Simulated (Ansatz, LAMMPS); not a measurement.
**Forces and charges in amorphous poly(p-phenylene) (as short chains C38H30) at 300 K (204 atoms)**

Wanted: forces, charges and levels of amorphous poly(p-phenylene) (as short chains C38H30) at 300 K (204 atoms).

Program: Ansatz 0.2.0. Level of theory: Kohn-Sham DFT, PBE+D4, PAW (set soft_2), plane waves. Results are calculated unless marked as measured.

**1. The structure**

The cell holds 204 atoms: 114 C and 90 H. Cell: a = 12.860 Å, b = 12.860 Å, c = 12.860 Å, α = 90.0°, β = 90.0°, γ = 90.0°. 3 poly(p-phenylene) chains of 6 units with methyl end groups placed at random, at 1.14 g/cm³; overlaps pushed apart, then 20 ps at 800 K with MMFF94 bonds, angles, torsions, charges and radii (Halgren, J. Comput. Chem. 17, 490 (1996)) in harmonic and 12-6 forms. Snapshot after 30 ps at 300 K and fixed volume.

Limits known from the start: The network of contacts between molecules at the start is that of the classical potential that made the cell, and needn't be the one that DFT or experiment would give. The density was typed from a rule of thumb and may lie off the real one at this temperature. Only the Γ point is sampled, in a cell whose shortest periodic width is 13 Å.

**2. Making the structure**

A classical potential supplies the starting structure, since it reaches far longer times than DFT.

This step: classical MD, MMFF94 bonds, angles, torsions, charges and radii (Halgren, J. Comput. Chem. 17, 490 (1996)) in harmonic and 12-6 forms; charges of ions scaled by 0.8 (LAMMPS 22 Jul 2025 - Update 4).

Input file in.lmp:

```
# amorphous poly(p-phenylene)
units real
atom_style full
boundary p p p
bond_style harmonic
angle_style harmonic
dihedral_style opls
improper_style harmonic
special_bonds lj 0 0 0.5 coul 0 0 0.75
read_data data.lmp
neigh_modify delay 0 every 1 check yes one 4000
comm_modify cutoff 12.0
timestep 0.5
thermo_style custom step time temp pe press density
thermo_modify norm yes
# push overlapping molecules apart
pair_style soft 2.6
pair_coeff * * 0.0
variable a equal ramp(1,60)
fix ad all adapt 1 pair soft a * * v_a
velocity all create 800 64418 mom yes dist gaussian
fix lim all nve/limit 0.03
fix lan all langevin 800 800 50 64419 zero yes
thermo 1000
run 3000 post no
unfix ad
pair_style lj/cut/coul/long 9.0
pair_modify mix arithmetic tail yes
pair_coeff 1 1 0.0678 3.3680   # C
pair_coeff 2 2 0.0678 3.5860   # C
pair_coeff 3 3 0.0216 2.5400   # H
kspace_style pppm 1.0e-4
thermo 100
minimize 1e-5 1e-3 300 3000
# [... 15 lines left out ...]
compute msd all msd com yes
thermo 7500
fix md all nvt temp 300 300 100
run 30000 post no
print "== T300: mean square displacement over the hold $(c_msd[4]:%.2f) A^2"
unfix md
uncompute msd
write_dump all custom T300.dump id type xs ys zs modify sort id
```

Command:

```console
> lmp -in in.lmp -log none -nocite
```

Numbers of over 12 decimals in the logs are rounded to 6 here.

The program printed:

```text
LAMMPS (22 Jul 2025 - Update 4)
Reading data file ...
  orthogonal box = (0 0 0) to (12.85967 12.85967 12.85967)
  204 atoms
  orthogonal box = (0 0 0) to (12.85967 12.85967 12.85967)
  219 bonds
  360 angles
  528 dihedrals
  108 impropers
   Step          Time           Temp          PotEng         Press         Density
         0   0              800            0.97605068    -32380.537      1.1399996
      1000   500            728.89282      2.7862053      15524.887      1.1399996
      2000   1000           580.05847      2.9608133      18056.451      1.1399996
      3000   1500           647.21101      2.8585058      32551.089      1.1399996
[... 29 lines left out ...]
Loop time of 14.7787 s on 1 MPI rank(s) for 20000 steps with 204 atoms
   Step          Time           Temp          PotEng         Press         Density
[... 4 lines left out ...]
Loop time of 14.3796 s on 1 MPI rank(s) for 20000 steps with 204 atoms
   Step          Time           Temp          PotEng         Press         Density
[... 2 lines left out ...]
     52500   51500          311.70445      1.252903       10689.477      1.1399996
     60000   59000          279.23258      1.3859204     -3493.6853      1.1399996
     67500   66500          324.47948      1.3788468      3711.7385      1.1399996
     72000   71000          331.77177      1.3842842      2067.3893      1.1399996
Loop time of 21.0829 s on 1 MPI rank(s) for 30000 steps with 204 atoms
== T300: mean square displacement over the hold 2.19 A^2
```

It took 53 s on 1 thread of Arm Neoverse V2, shared host; peak memory 0.13 GiB.

The input also reads data.lmp (atoms, bonds and types; not printed here).

**3. Plane-wave single point**

The electrons are solved once, with the atoms held.

Input file input.yaml:

```yaml
crystal:
  lattice:
    - [12.85967, 0.0, 0.0]
    - [0.0, 12.85967, 0.0]
    - [0.0, 0.0, 12.85967]
  atoms:
    - { symbol: C, position: [0.7551, 0.35132, 0.57818] }
    - { symbol: C, position: [0.72279, 0.24781, 0.53359] }
    - { symbol: C, position: [0.62193, 0.22328, 0.51749] }
    - { symbol: C, position: [0.59247, 0.12318, 0.49517] }
    - { symbol: C, position: [0.66824, 0.04543, 0.47601] }
    - { symbol: C, position: [0.76914, 0.07701, 0.4858] }
    - { symbol: C, position: [0.79835, 0.17329, 0.5161] }
    - { symbol: C, position: [0.64299, 0.93904, 0.44614] }
    - { symbol: C, position: [0.56419, 0.91455, 0.36934] }
    - { symbol: C, position: [0.54672, 0.81496, 0.33502] }
    - { symbol: C, position: [0.60766, 0.73299, 0.37425] }
    - { symbol: C, position: [0.67785, 0.75568, 0.45163] }
    - { symbol: C, position: [0.70834, 0.85569, 0.48289] }
    - { symbol: C, position: [0.59271, 0.62483, 0.33681] }
    - { symbol: C, position: [0.6739, 0.55709, 0.3354] }
    - { symbol: C, position: [0.66881, 0.45544, 0.30017] }
    - { symbol: C, position: [0.57403, 0.41922, 0.25902] }
    - { symbol: C, position: [0.48346, 0.48173, 0.26542] }
    - { symbol: C, position: [0.49587, 0.58322, 0.30287] }
    - { symbol: C, position: [0.56612, 0.31585, 0.22056] }
    - { symbol: C, position: [0.49449, 0.28675, 0.14236] }
    - { symbol: C, position: [0.47476, 0.18451, 0.11348] }
    - { symbol: C, position: [0.54164, 0.10579, 0.14695] }
    - { symbol: C, position: [0.62797, 0.13343, 0.21025] }
    - { symbol: C, position: [0.63746, 0.23728, 0.24758] }
    - { symbol: C, position: [0.53239, 0.99557, 0.11523] }
    - { symbol: C, position: [0.61392, 0.93519, 0.08613] }
    - { symbol: C, position: [0.60868, 0.83094, 0.05463] }
    - { symbol: C, position: [0.51729, 0.77929, 0.05287] }
    - { symbol: C, position: [0.42918, 0.83593, 0.07945] }
    - { symbol: C, position: [0.4401, 0.94072, 0.10725] }
    - { symbol: C, position: [0.50397, 0.67496, 0.01242] }
    [... 166 atom lines left out ...]
    - { symbol: H, position: [0.87295, 0.51188, 0.2178] }
    - { symbol: H, position: [0.0676, 0.68616, 0.01138] }
    - { symbol: H, position: [0.20749, 0.68401, 0.1533] }
    - { symbol: H, position: [0.92331, 0.60353, 0.95118] }
    - { symbol: H, position: [0.82481, 0.53853, 0.03561] }
    - { symbol: H, position: [0.83117, 0.67172, 0.03804] }
kpoints:
  mp_grid: { grid: [1, 1, 1] }
hamiltonian:
  xc: pbe
  dispersion: d4
scf:
  occupations: { method: fixed }
output:
  forces: true
  stress: true
  populations: true
  dos:
    method: { smearing: { sigma: 0.15 } }
    de: 0.1
    projected: { site_lists: { C: [C], H: [H] } }
  eigenvalues: true
  write_density: true
  write_potential: true
  volumetric_format: npy
```

Command:

```console
> ansatz run input.yaml --threads 8 --pin off --max-ram 15872MiB --backend cpu --events-out ev --progress --plain --runs-dir out
```

The program printed:

```text
Engine: ansatz 0.2.0, aarch64-unknown-linux-gnu
Pseudopotentials: kind: paw
Pseudopotential: C, paw, valence charge 4, recommended cutoff 420 eV (normal), C.paw.azcp
Pseudopotential: H, paw, valence charge 1, recommended cutoff 420 eV (normal), H.paw.azcp
[... 5 lines on functional and potentials left out ...]
Crystal: 204 atoms, lattice volume = 2126.618 Å³
Basis set: ecut = 420 eV, 41755 PW (Γ), exchange–correlation on 180×180×180 points (8 copies of the dense FFT grid, shifted against one another)
Bands: 477, of which v1, the nominal top of the filled ones, is band 273 counted from 1 (272 counted from 0)
Symmetry: 1 space group operations
Space group: P1 (ITA 1), of the structure as read, at distance tolerance 1.3e-4 Å
k-points: 1
[... 5 lines on functional and potentials left out ...]
Initial density: superposition of atomic densities (neutral atoms: chi_scale 0, normalization atom), corrected by the library's trained network
Initial wavefunctions: pseudopotential atomic-orbital guess
Functional: x = pbe(κ = 0.804, μ = 0.219515), c = pbe(β = 0.066725)
SCF iter   1: F=—  HF=-30045.149994 eV  |F-HF|=—  |Δ(HF+E_count)|=         —  Δρ=3.60e-3  dr2=3.57e-1  ethr=1.77e-3  ⟨swp⟩=5.0  Hψ=1647  notcnv=0  defer=202
preconditioner: auto → Resta (q_TF=auto, 2.175 Å⁻¹)  ε∞=2.6  [insulator: Δε(μ)=2.585 eV  Ē_g=15.080 eV  n_scr=364 (ndim 8)  ℏωp=18.8 eV  f_vac=0.195  ε∞_Penn≈2.6]
SCF iter   2: F=—  HF=-30045.131448 eV  |F-HF|=—  |Δ(HF+E_count)|=   1.85e-2  Δρ=1.82e-3  dr2=6.93e-2  ethr=6.55e-5  ⟨swp⟩=3.0  Hψ=824  notcnv=0  defer=202
SCF iter   3: F=—  HF=-30045.150732 eV  |F-HF|=—  |Δ(HF+E_count)|=   1.93e-2  Δρ=6.78e-4  dr2=1.36e-2  ethr=1.27e-5  ⟨swp⟩=2.0  Hψ=454  notcnv=0  defer=202
SCF iter   4: F=—  HF=-30045.153438 eV  |F-HF|=—  |Δ(HF+E_count)|=   2.71e-3  Δρ=1.98e-4  dr2=1.76e-3  ethr=2.49e-6  ⟨swp⟩=2.0  Hψ=498  notcnv=0  defer=202
SCF iter   5: F=—  HF=-30045.153714 eV  |F-HF|=—  |Δ(HF+E_count)|=   2.76e-4  Δρ=9.43e-5  dr2=3.58e-4  ethr=3.23e-7  ⟨swp⟩=2.0  Hψ=497  notcnv=0  defer=202
SCF iter   6: F=—  HF=-30045.153656 eV  |F-HF|=—  |Δ(HF+E_count)|=   5.84e-5  Δρ=3.56e-5  dr2=4.17e-5  ethr=6.57e-8  ⟨swp⟩=2.0  Hψ=488  notcnv=0  defer=200
SCF iter   7: F=—  HF=-30045.153734 eV  |F-HF|=—  |Δ(HF+E_count)|=   7.80e-5  Δρ=1.25e-5  dr2=5.53e-6  ethr=7.63e-9  ⟨swp⟩=2.0  Hψ=696  notcnv=0  defer=200
SCF iter   8: F=—  HF=-30045.153732 eV  |F-HF|=—  |Δ(HF+E_count)|=   1.58e-6  Δρ=4.38e-6  dr2=6.38e-7  ethr=1.01e-9  ⟨swp⟩=2.0  Hψ=536  notcnv=0  defer=200
SCF iter   9: F=—  HF=-30045.153732 eV  |F-HF|=—  |Δ(HF+E_count)|=   1.04e-7  Δρ=1.79e-6  dr2=1.20e-7  ethr=1.83e-11  ⟨swp⟩=24.0  Hψ=4872  notcnv=0
SCF iter  10: F=-30045.153732 eV  HF=-30045.153732 eV  |F-HF|=1.20e-8  |Δ(HF+E_count)|=   3.50e-8  Δρ=6.57e-7  dr2=1.63e-8  ethr=1.83e-11  ⟨swp⟩=9.0  Hψ=2668  notcnv=0
SCF 1 converged in 10 iterations: F = -30045.153732 eV  dr2 = 1.63e-8
  greatest PAW one-centre occupation: 0.703 electrons in one spin orbital (limit 2), on the C atom at site 36 (counted from 0), in its partial waves of l = 0
WARN: The input density's exchange-correlation potential varies sharply where the density is thin. Do not read a vacuum level from v_tot or v_xc, or from such a field of the output density. On a cell that repeats whose density bears no net charge and no dipole along the vacuum's axis use v_es (v_loc + v_h of the components); [...]
SCF converged after 10 iterations
Free energy (F): -30045.153732 eV
Harris-Foulkes:  -30045.153732 eV  (|F-HF|=1.20e-8)
Internal energy: -30045.153732 eV  (E = F + TS)
E sigma→0 (E₀):  -30045.153732 eV
Fermi energy:    0.758578 eV
--- Per-component energies (eV) ---
  E_band       = -3525.557756
  E_kinetic    = 11633.228377
  E_local      = -35023.035979  (includes V_loc(G=0)·N_el)
  E_nonlocal   = 3295.076429
  E_hartree    = 12616.247509
  E_xc         = -6283.860076
  E_vxc        = -7816.342332  (∫ρ·V_xc dr)
  E_paw        = -11383.153527  (= ΣΔE_a)
  E_vpaw       = -846.852519  (= ΣTr[D̂ρ^β])
  E_aug_tail   = -0.124536  (compensation charges beyond the density's cutoff)
  E_ewald      = -4884.663155
  E_disp       = -14.868774  (pairwise vdW)
  E_smearing   = -0.000000  (= −TS)
  E_closure    = 0.000000  (closes the sum)
  Σ components = -30045.153732   (vs F -30045.153732, Δ=0.00e0)
--- Forces (eV/Å), atoms counted from 1 ---
  atom   1  C     -0.17074379     0.19621906     0.75937049
  atom   2  C      1.26404910     1.96932924     0.49950612
  atom   3  C     -1.51067009    -0.18073950    -0.14035907
  atom   4  C      0.93009670    -0.79407354    -1.15348489
  atom   5  C     -1.91280248     0.42837424     0.40937190
  atom   6  C      2.10295987    -2.09107961    -0.16221258
  atom   7  C      0.74464848     0.91802541    -0.22019151
  atom   8  C      0.52052550    -1.23038541    -0.91092491
  atom   9  C      0.91222267    -0.27150860     2.00890988
  atom  10  C      1.87345529    -0.26649674     1.38320465
  atom  11  C     -1.20452744    -0.42848795    -0.54221635
  atom  12  C      2.12703325    -0.20384096     1.17308425
  atom  13  C     -2.14565515     0.38514180    -0.98356992
  atom  14  C     -1.92012279     0.56199030    -0.06091334
[...]
atom 203  H     -0.72441182    -1.19928461    -0.25663175
  atom 204  H     -0.49359739     0.79616697    -0.47312663
  max |Σ_I F_I| component: 4.00e-5 eV/Å
--- Stress (GPa, compression-positive) ---
        2.930519      -0.270930       0.718921
       -0.270931       3.753773       0.502044
        0.718921       0.502045       1.758488
  P = ⅓ Tr σ = 2.8143 GPa (28.143 kbar)
--- Band table (eV) ---
  k-point 0: bands = ["-16.3551", "-16.2504", "-16.1645", "-16.1526", [... 461 levels ...], "11.7740", "11.7975", "11.8132", "11.8409", "11.8983", "11.9358", "11.9675", "11.9796", "12.0191", "12.0807", "12.0895", "12.1080"]
--- Löwdin populations: 204 sites ---
  site symbol       q [e]
     0      C      4.4477
     1      C      3.9394
     2      C      4.1413
[...]
203      H      0.7902
  spilling = 0.011775 (of n_electrons = 546.000000)
```

The job ended after 31 s (8 threads of Arm Neoverse V2, shared host; peak memory 2.9 GiB).

The program notes that the exchange-correlation potential is rough where the density is thin.

Numbers from this run:

| Item | Value |
| --- | --- |
| free energy | -30045.1537 eV |
| free energy per atom | -147.2802 eV/atom |
| SCF cycles | 10 |
| pressure | 2.814 GPa |
| r.m.s. force component | 0.9942 eV/Å |
| longest force | 4.486 eV/Å |
| Fermi energy | 0.7586 eV |
| gap (highest filled to lowest empty level) | 2.493 eV |
| spilling of the projection | 0.01178 |

Neighbours are counted within 1.85 Å (C-C), 1.34 Å (C-H).

Length of the force by element and coordination:

| element | coordination | atoms | mean length of the force (eV/Å) | spread | least | most |
| --- | --- | --- | --- | --- | --- | --- |
| C | all | 114 | 1.91 | 0.826 | 0.471 | 4.49 |
| C | 3 | 108 | 1.90 | 0.823 | 0.471 | 4.49 |
| C | 4 | 6 | 2.02 | 0.869 | 0.803 | 3.27 |
| H | all | 90 | 0.966 | 0.560 | 0.207 | 2.96 |

Löwdin charges by element and coordination (they lack the spilled electrons, 0.032 e an atom on average):

| element | coordination | atoms | mean charge (e) | spread | least | most |
| --- | --- | --- | --- | --- | --- | --- |
| C | all | 114 | -0.0926 | 0.117 | -0.463 | 0.0673 |
| C | 3 | 108 | -0.0726 | 0.0824 | -0.158 | 0.0673 |
| C | 4 | 6 | -0.453 | 0.009 | -0.463 | -0.436 |
| H | all | 90 | 0.189 | 0.0102 | 0.164 | 0.22 |

States in the cell by windows of 1 eV, zero at the Fermi level; the larger projections on atomic orbitals stand beside the total:

| from (eV) | to (eV) | total | C p | H s | C s |
| --- | --- | --- | --- | --- | --- |
| -14 | -13 | 46.2 | 12.8 | 5.3 | 27.5 |
| -13 | -12 | 8.6 | 3.1 | 0.9 | 4.5 |
| -12 | -11 | 10.6 | 3.8 | 1.5 | 5.1 |
| -11 | -10 | 28.0 | 15.3 | 3.4 | 8.9 |
| -10 | -9 | 37.2 | 20.6 | 5.4 | 10.6 |
| -9 | -8 | 18.2 | 12.5 | 3.2 | 2.0 |
| -8 | -7 | 15.0 | 10.8 | 2.4 | 1.5 |
| -7 | -6 | 43.3 | 32.2 | 6.7 | 3.8 |
| -6 | -5 | 77.0 | 55.8 | 16.4 | 3.8 |
| -5 | -4 | 51.8 | 41.8 | 8.6 | 0.9 |
| -4 | -3 | 55.7 | 46.0 | 8.9 | 0.5 |
| -3 | -2 | 35.6 | 29.1 | 6.0 | 0.3 |
| -2 | -1 | 38.7 | 38.0 | 0.5 | 0.2 |
| -1 | 0 | 23.3 | 22.8 | 0.3 | 0.1 |
| 0 | 1 | 2.1 | 2.0 | 0.0 | 0.0 |
| 1 | 2 | 0.0 | 0.0 | 0.0 | 0.0 |
| 2 | 3 | 8.0 | 7.6 | 0.1 | 0.1 |
| 3 | 4 | 38.2 | 33.8 | 1.1 | 0.5 |
| 4 | 5 | 29.2 | 20.0 | 3.6 | 1.4 |

With fixed occupations the program's Fermi level is the highest filled level; weight inside the gap is the broadening of levels at its edges.

Between -18 and -14 eV lie 55 more states.

The levels nearest the highest filled one (over half full), pooled over k-points and spins:

| level less the highest filled one (eV) | occupation |
| --- | --- |
| -0.584 | 2 |
| -0.529 | 2 |
| -0.437 | 2 |
| -0.160 | 2 |
| -0.039 | 2 |
| 0 | 2 |
| 2.49 | 0 |
| 2.64 | 0 |
| 2.74 | 0 |
| 2.92 | 0 |
| 3.05 | 0 |
| 3.23 | 0 |

Electrostatic potential energy in the ab plane at fractional z = 0.310, with atoms of C and H within 0.2 Å of it. With pseudopotentials it is smooth inside the atoms' cores, unlike the true potential.

Values in eV, 13 rows by 16 columns, each cell a mean:
```
  0   5   6   1  -1   5   6   4  -2  -1   5   6   6   5   2  -2
  4   6   6   5   5   6   6   4  -6  -7   5   6   6   3 -16  -7
  5   6   6   0  -2   5   5   0 -20 -15   4   6   6   1 -23  -9
  6   6   5  -3 -11   4   5   5   3  -2   0   5   6   3  -7   4
  4   2  -4 -15  -4   4  -4 -12 -10 -24  -9   2   5   5   5   5
-21  -9 -10 -18   1   6   3 -16 -24  -8 -22 -19   3   5   5   2
-12   1   4   4   5   6   4 -10  -9  -1 -21 -17   3   5   5   3
  5   5   5   5   5   5   5   3  -1 -10 -12 -16  -6   4   5   5
  5   5   4   5  -6   0   6   6   5   3   4   3   4   5   5   5
  6   6   5   2 -23  -9   6   6   6   3  -3 -12   3   5   5   5
  4   5   6   0 -18  -6   6   6   6   5   3   4   5   5   4   5
-15   4   5  -1  -1   4   6   6   6   6   5   5   6   6   5   0
-21   4   5 -11 -22   3   6   5   4   6   6   6   6   6   2 -26
```
Columns run along a (12.9 Å; values clipped at the 3rd and 97th percentile), rows up along b (12.9 Å). Atoms in or near the plane, at fractional coordinates: C at (0.67, 0.46), C at (0.50, 0.58), H at (0.74, 0.41), H at (0.42, 0.63), H at (0.70, 0.25), C at (0.28, 0.22), C at (0.91, 0.83), C at (0.98, 0.02), H at (0.29, 0.30), H at (0.89, 0.74), H at (0.02, 0.10), H at (0.24, 0.76).

(Continued in part 2 of 2.)

[Logs are printed without paths, hosts, clocks, repeated set-up lines and the standing remarks that a program may print on its own settings, such as how far it seeks lower states.]

[Hosts, paths, dates, database ids (printed as entryN), source tags and the programs' standing remarks are cut or masked in the printed files.]

[The MMFF94 radii named for the starting cell were scaled by 0.96; in molecules described by MMFF94, hydrogen bound to N, O or S took a small fixed 12-6 site in their place.]
